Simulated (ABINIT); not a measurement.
# SrSiS3 (Pm-3m): zone-centre phonons, part 2 of 3

Which modes does SrSiS3 (Pm-3m) have at the zone centre?

ABINIT 10.8.3; DFT LDA, scalar-relativistic, plane waves, PseudoDojo norm-conserving pseudopotentials.

So far. Step 5 (Relaxing the cell and atoms): The volume changes by +0.1 % in this run and stands +16.9 % from the first cell. The relaxed cell has a = 4.577 Å (conventional setting).

The structure was built from a prototype and need not be the compound's stable phase.

## Step 7: Zone-centre response

At q = 0 one unit cell holds all displacements. The response is solved for single atoms along the cell's directions, and symmetry skips those that follow from others. The crystal is treated as a metal, which screens a static field, so no field response is asked.

File dfpt_gamma.abi:

```

# common to the responses
getwfk_filepath "gso_WFK"
kptopt 2
nqpt 1
qpt 0.0 0.0 0.0
asr 0
chneut 0

# displacements
rfphon 1
rfatpol 1 5
rfdir 1 1 1
tolvrs 1.0d-10
prtwf 0

# basis, mesh and filling
ecut 28.0
ngkpt 6 6 6
nshiftk 1
shiftk 0.0 0.0 0.0
istwfk *1
occopt 7
tsmear 0.01
nband 24
nstep 100
diemac 1000000.0
prtebands 0
prtgsr 0

# cell and atoms
acell 3*1.0 Angstrom
rprim 
    4.577171913 0.0 0.0
    0.0 4.577171913 0.0
    0.0 0.0 4.577171913
ntypat 3
znucl 38 14 16
natom 5
typat 1 2 3 3 3
xred 
    0.0 0.0 0.0
    0.5 0.5 0.5
    0.5 0.5 0.0
    0.5 0.0 0.5
    0.0 0.5 0.5
pp_dirpath "./pseudo"
pseudos "Sr.upf, Si.upf, S.upf"
```

On the command line:

```bash
> OMP_NUM_THREADS=1 mpirun -n 4 abinit dfpt_gamma.abi > dfpt_gamma.log
```

Numbers of over 12 decimals in the logs are rounded to 6 here.

dfpt_gamma.abo, the main output file:

```text
[banners, grids, parts of the stress and lines that vanish by symmetry left out]
- input  file    -> dfpt_gamma.abi
- output file    -> dfpt_gamma.abo
- root for input  files -> dfpt_gammai
- root for output files -> dfpt_gammao

 Symmetries : space group Pm -3 m (#221); Bravais cP (primitive cubic)
================================================================================
 Values of the parameters that define the memory need of the present run (RF).
     intxc =       0      iscf =       7    lmnmax =       6     lnmax =       6
     mgfft =      45  mpssoang =       3    mqgrid =    3001     natom =       5
  nloc_mem =       1    nspden =       1   nspinor =       1    nsppol =       1
      nsym =      48    n1xccc =    2501    ntypat =       3    occopt =       7
   xclevel =       1
-    mband =          24        mffmem =           1         mkmem =          28
-   mkqmem =          28        mk1mem =          28           mpw =        4632
      nfft =       91125          nkpt =         112
- my_mband =          24
================================================================================
================================================================================

--------------------------------------------------------------------------------
------------- Echo of variables that govern the present computation ------------
--------------------------------------------------------------------------------
-
- outvars: echo of selected default values
-   iomode0 =  0 , fftalg0 =312 , wfoptalg0 =  0
-
- outvars: echo of global parameters not present in the input file
-  max_nthreads =    1
-
 -outvars: echo values of preprocessed input variables
 [... echo left out ...]
================================================================================

 chkinp: Checking input parameters for consistency.

[...]
== DATASET  1 ==================================================================
-   mpi_nproc: 4, omp_nthreads: 1 (-1 if OMP is not activated)

--- !DatasetInfo
iteration_state: {dtset: 1, }
dimensions: {natom: 5, nkpt: 112, mband: 24, nsppol: 1, nspinor: 1, nspden: 1, mpw: 4632, }
cutoff_energies: {ecut:  28.0, pawecutdg:  -1.0, }
electrons: {nelect:   3.20000000E+01, charge:   0.00000000E+00, occopt:   7.00000000E+00, tsmear:   1.00000000E-02, }
meta: {optdriver: 1, rfphon: 1, }
...

 mkfilename: getwfk from: gso_WFK

 Real(R)+Recip(G) space primitive vectors, cartesian coordinates (Bohr,Bohr^-1):
 R(1)=  8.6496013  0.0000000  0.0000000  G(1)=  0.1156123  0.0000000  0.0000000
 R(2)=  0.0000000  8.6496013  0.0000000  G(2)=  0.0000000  0.1156123  0.0000000
 R(3)=  0.0000000  0.0000000  8.6496013  G(3)=  0.0000000  0.0000000  0.1156123
 Unit cell volume ucvol=  6.4712514E+02 bohr^3
 Angles (23,13,12)=  9.00000000E+01  9.00000000E+01  9.00000000E+01 degrees
 setup1 : take into account q-point for computing boxcut.

 getcut: wavevector=  0.0000  0.0000  0.0000  ngfft=  45  45  45
         ecut(hartree)=     28.000   => boxcut(ratio)=   2.13556

--- Pseudopotential description ------------------------------------------------
- pspini: atom type   1  psp file is ./pseudo/Sr.upf

- pspini: atom type   2  psp file is ./pseudo/Si.upf

- pspini: atom type   3  psp file is ./pseudo/S.upf

   1.43456410E+03                                ecore*ucvol(ha*bohr**3)
--------------------------------------------------------------------------------

 ==>  initialize data related to q vector <==

 The list of irreducible perturbations for this q vector is:
    1)    idir= 1    ipert=   1
    2)    idir= 1    ipert=   2
    3)    idir= 1    ipert=   3
    4)    idir= 3    ipert=   3

[...]
The perturbation idir=   2  ipert=   1 is
 symmetric of a previously calculated perturbation.
 So, its SCF calculation is not needed.

 The perturbation idir=   3  ipert=   1 is
 symmetric of a previously calculated perturbation.
 So, its SCF calculation is not needed.

 The perturbation idir=   2  ipert=   2 is
 symmetric of a previously calculated perturbation.
 So, its SCF calculation is not needed.

 The perturbation idir=   3  ipert=   2 is
 symmetric of a previously calculated perturbation.
 So, its SCF calculation is not needed.

[...]
The perturbation idir=   2  ipert=   5 is
 symmetric of a previously calculated perturbation.
 So, its SCF calculation is not needed.

 The perturbation idir=   3  ipert=   5 is
 symmetric of a previously calculated perturbation.
 So, its SCF calculation is not needed.

--------------------------------------------------------------------------------
 Perturbation wavevector (in red.coord.)   0.000000  0.000000  0.000000
 Perturbation : displacement of atom   1   along direction   1
 Found     8 symmetries that leave the perturbation invariant.

[...]
dfpt_looppert : total number of electrons, from k and k+q
  fully or partially occupied states are    3.200000E+01 and    3.200000E+01.
 Initialisation of the first-order wave-functions :
  ireadwf=   0

--- !BeginCycle
iteration_state: {dtset: 1, }
solver: {iscf: 7, nstep: 100, nline: 4, wfoptalg: 0, }
tolerances: {tolvrs: 1.00E-10, }
...

     iter   2DEtotal(Ha)        deltaE(Ha) residm    vres2
-ETOT  1   3.009074     -1.869E+03 9.124E+00 3.151E+03
 ETOT  2   1.140525     -1.869E+00 7.428E-01 5.608E+01
 ETOT  3   1.110798     -2.973E-02 1.152E-01 2.447E+01
 ETOT  4   1.105362     -5.436E-03 4.859E-02 3.564E-02
 ETOT  5   1.105341     -2.064E-05 1.116E-02 2.318E-03
[...]
At SCF step   11       vres2   =  2.23E-11 < tolvrs=  1.00E-10 =>converged.
[...]
Mean square residual over all n,k,spin=   63.710E-08; max=  50.338E-05

 Thirteen components of 2nd-order total energy (hartree) are
 1,2,3: 0th-order hamiltonian combined with 1st-order wavefunctions
     kin0=   1.36982355E+03 eigvalue=   1.81611736E+02  local=  -1.22454944E+03
 4,5,6: 1st-order hamiltonian combined with 1st and 0th-order wfs
 loc psp =  -1.59001811E+03  Hartree=   5.32863999E+02     xc=  -1.24934054E+02
 note that "loc psp" includes a xc core correction that could be resolved
 7,8,9: eventually, occupation + non-local contributions
    edocc=   1.83979414E+02     enl0=   9.52419407E+02   enl1=  -2.15241110E+03
 1-9 gives the relaxation energy (to be shifted if some occ is /=2.0)
   erelax=  -1.87121460E+03
 10,11,12 Non-relaxation  contributions : frozen-wavefunctions and Ewald
 fr.local=   6.96934280E+02 fr.nonlo=   1.07783133E+03  Ewald=   1.06540615E+02
 13,14 Frozen wf xc core corrections (1) and (2)
 frxc 1  =  -2.19294993E+02  frxc 2 =   2.10308713E+02
 Resulting in :
 2DEtotal=    0.1105340267E+01 Ha. Also 2DEtotal=    0.300778409434E+02 eV
    (2DErelax=   -1.8712146027E+03 Ha. 2DEnonrelax=    1.8723199430E+03 Ha)
    (  non-var. 2DEtotal :    1.1053404169E+00 Ha)

[...]
Perturbation wavevector (in red.coord.)   0.000000  0.000000  0.000000
 Perturbation : displacement of atom   2   along direction   1
 Found     8 symmetries that leave the perturbation invariant.

[...]
dfpt_looppert : total number of electrons, from k and k+q
  fully or partially occupied states are    3.200000E+01 and    3.200000E+01.
 Initialisation of the first-order wave-functions :
  ireadwf=   0

--- !BeginCycle
iteration_state: {dtset: 1, }
solver: {iscf: 7, nstep: 100, nline: 4, wfoptalg: 0, }
tolerances: {tolvrs: 1.00E-10, }
...

     iter   2DEtotal(Ha)        deltaE(Ha) residm    vres2
-ETOT  1   2.088939     -1.248E+02 7.332E-01 4.715E+03
[...]
At SCF step   11       vres2   =  2.12E-11 < tolvrs=  1.00E-10 =>converged.
[...]
Mean square residual over all n,k,spin=   26.449E-09; max=  19.694E-06

 Thirteen components of 2nd-order total energy (hartree) are
 1,2,3: 0th-order hamiltonian combined with 1st-order wavefunctions
     kin0=   1.10635337E+02 eigvalue=  -2.72737463E+00  local=  -6.52117942E+01
 4,5,6: 1st-order hamiltonian combined with 1st and 0th-order wfs
 loc psp =  -8.53270052E+01  Hartree=   3.28391809E+01     xc=  -8.01017556E+00
 note that "loc psp" includes a xc core correction that could be resolved
 7,8,9: eventually, occupation + non-local contributions
    edocc=   7.89334351E+00     enl0=   5.11321293E+01   enl1=  -1.67774286E+02
 1-9 gives the relaxation energy (to be shifted if some occ is /=2.0)
   erelax=  -1.26550646E+02
 10,11,12 Non-relaxation  contributions : frozen-wavefunctions and Ewald
 fr.local=  -2.00703197E+01 fr.nonlo=   9.55185430E+01  Ewald=   5.42388584E+01
 13,14 Frozen wf xc core corrections (1) and (2)
 frxc 1  =  -1.03640219E+01  frxc 2 =   7.61217623E+00
 Resulting in :
 2DEtotal=    0.3845903481E+00 Ha. Also 2DEtotal=    0.104652365091E+02 eV
    (2DErelax=   -1.2655064576E+02 Ha. 2DEnonrelax=    1.2693523611E+02 Ha)
    (  non-var. 2DEtotal :    3.8459031504E-01 Ha)

[...]
Perturbation wavevector (in red.coord.)   0.000000  0.000000  0.000000
 Perturbation : displacement of atom   3   along direction   1
 Found     4 symmetries that leave the perturbation invariant.

[...]
dfpt_looppert : total number of electrons, from k and k+q
  fully or partially occupied states are    3.200000E+01 and    3.200000E+01.
 Initialisation of the first-order wave-functions :
  ireadwf=   0

--- !BeginCycle
iteration_state: {dtset: 1, }
solver: {iscf: 7, nstep: 100, nline: 4, wfoptalg: 0, }
tolerances: {tolvrs: 1.00E-10, }
...

     iter   2DEtotal(Ha)        deltaE(Ha) residm    vres2
-ETOT  1   1.464408     -5.538E+02 1.853E+00 2.589E+03
[...]
At SCF step   11       vres2   =  8.97E-12 < tolvrs=  1.00E-10 =>converged.
[...]
Mean square residual over all n,k,spin=   67.705E-08; max=  69.692E-05

 Thirteen components of 2nd-order total energy (hartree) are
 1,2,3: 0th-order hamiltonian combined with 1st-order wavefunctions
     kin0=   4.96135018E+02 eigvalue=  -2.07148418E+01  local=  -3.45629672E+02
 4,5,6: 1st-order hamiltonian combined with 1st and 0th-order wfs
 loc psp =  -4.07733863E+02  Hartree=   1.52513707E+02     xc=  -4.04442602E+01
 note that "loc psp" includes a xc core correction that could be resolved
 7,8,9: eventually, occupation + non-local contributions
    edocc=   2.36247428E+01     enl0=   2.89380536E+02   enl1=  -7.01996597E+02
 1-9 gives the relaxation energy (to be shifted if some occ is /=2.0)
   erelax=  -5.54865230E+02
 10,11,12 Non-relaxation  contributions : frozen-wavefunctions and Ewald
 fr.local=   1.61504144E+02 fr.nonlo=   3.59360854E+02  Ewald=   4.58378996E+01
 13,14 Frozen wf xc core corrections (1) and (2)
 frxc 1  =  -6.18100380E+01  frxc 2 =   5.03998395E+01
 Resulting in :
 2DEtotal=    0.4274695670E+00 Ha. Also 2DEtotal=    0.116320394951E+02 eV
    (2DErelax=   -5.5486522965E+02 Ha. 2DEnonrelax=    5.5529269922E+02 Ha)
    (  non-var. 2DEtotal :    4.2746922495E-01 Ha)

[...]
Perturbation wavevector (in red.coord.)   0.000000  0.000000  0.000000
 Perturbation : displacement of atom   3   along direction   3
 Found     8 symmetries that leave the perturbation invariant.

--------------------------------------------------------------------------------

--------------------------------------------------------------------------------

 dfpt_looppert : total number of electrons, from k and k+q
  fully or partially occupied states are    3.200000E+01 and    3.200000E+01.
 Initialisation of the first-order wave-functions :
  ireadwf=   0

--- !BeginCycle
iteration_state: {dtset: 1, }
solver: {iscf: 7, nstep: 100, nline: 4, wfoptalg: 0, }
tolerances: {tolvrs: 1.00E-10, }
...

     iter   2DEtotal(Ha)        deltaE(Ha) residm    vres2
-ETOT  1   10.355258404808     -5.425E+02 5.040E+00 1.312E+04
[...]
ETOT 11   5.844944     -3.411E-13 2.930E-05 1.024E-10
 ETOT 12   5.844944      3.183E-12 1.087E-05 1.098E-12

 At SCF step   12       vres2   =  1.10E-12 < tolvrs=  1.00E-10 =>converged.
[...]
Mean square residual over all n,k,spin=   16.832E-09; max=  10.869E-06

 Thirteen components of 2nd-order total energy (hartree) are
 1,2,3: 0th-order hamiltonian combined with 1st-order wavefunctions
     kin0=   4.77925636E+02 eigvalue=  -1.29987010E+01  local=  -3.15525092E+02
 4,5,6: 1st-order hamiltonian combined with 1st and 0th-order wfs
 loc psp =  -4.39414165E+02  Hartree=   1.64707096E+02     xc=  -3.90102287E+01
 note that "loc psp" includes a xc core correction that could be resolved
 7,8,9: eventually, occupation + non-local contributions
    edocc=   3.48453320E+01     enl0=   2.37058492E+02   enl1=  -6.54590902E+02
 1-9 gives the relaxation energy (to be shifted if some occ is /=2.0)
   erelax=  -5.47002534E+02
 10,11,12 Non-relaxation  contributions : frozen-wavefunctions and Ewald
 fr.local=   9.88881666E+01 fr.nonlo=   3.29775372E+02  Ewald=   1.34965145E+02
 13,14 Frozen wf xc core corrections (1) and (2)
 frxc 1  =  -6.21601369E+01  frxc 2 =   5.13789317E+01
 Resulting in :
 2DEtotal=    0.5844944386E+01 Ha. Also 2DEtotal=    0.159049039280E+03 eV
    (2DErelax=   -5.4700253367E+02 Ha. 2DEnonrelax=    5.5284747805E+02 Ha)
    (  non-var. 2DEtotal :    5.8449442115E+00 Ha)

[...]
---- first-order wavefunction calculations are completed ----

 ==> Compute Derivative Database <==

 [... matrices left out ...]
  Phonon wavevector (reduced coordinates) :  0.00000  0.00000  0.00000
 Phonon energies in Hartree :
  -5.472166E-04 -5.472166E-04 -5.472166E-04  1.794107E-05  1.794107E-05
   1.794107E-05  2.010950E-04  2.010950E-04  2.010950E-04  3.934858E-04
   3.934858E-04  3.934858E-04  1.352332E-03  1.352332E-03  1.352332E-03
 Phonon frequencies in cm-1    :
- -1.201002E+02 -1.201002E+02 -1.201002E+02  3.937609E+00  3.937609E+00
-  3.937609E+00  4.413525E+01  4.413525E+01  4.413525E+01  8.636015E+01
-  8.636015E+01  8.636015E+01  2.968025E+02  2.968025E+02  2.968025E+02

== END DATASET(S) ==============================================================
================================================================================

 -outvars: echo values of variables after computation
            acell      1.8897261259E+00  1.8897261259E+00  1.8897261259E+00 Bohr
           etotal      5.8449443862E+00
            fcart      0.0000000000E+00  0.0000000000E+00  0.0000000000E+00
           strten      0.0000000000E+00  0.0000000000E+00  0.0000000000E+00
================================================================================
```

Elapsed: 4.4 min, on 4 MPI ranks of Arm Neoverse V1, shared host; 18 min of CPU time.

Read from the output:

```yaml
largest_acoustic_frequency_at_the_zone_centre_before_the_sum_rule: 3.94 cm⁻¹
highest_optical_zone_centre_mode_no_lo_to_term: 296.8 cm⁻¹
lowest_optical_zone_centre_mode: -120.1 cm⁻¹
```

The acoustic modes at Γ come out as far as 3.9 cm⁻¹ from zero, where they should vanish, a small numerical error. The lowest optical mode is imaginary, 120i cm⁻¹, an instability at this level and on this k mesh.

(Continued in part 3 of 3.)

[Host names and launcher messages were left out of these logs when they were recorded.]

[Logs are printed without paths, hosts, clocks, repeated set-up lines and the standing remarks that a program may print on its own settings, such as how far it seeks lower states.]

[Hosts, paths, dates, database ids (printed as entryN), source tags and the programs' standing remarks are cut or masked in the printed files.]
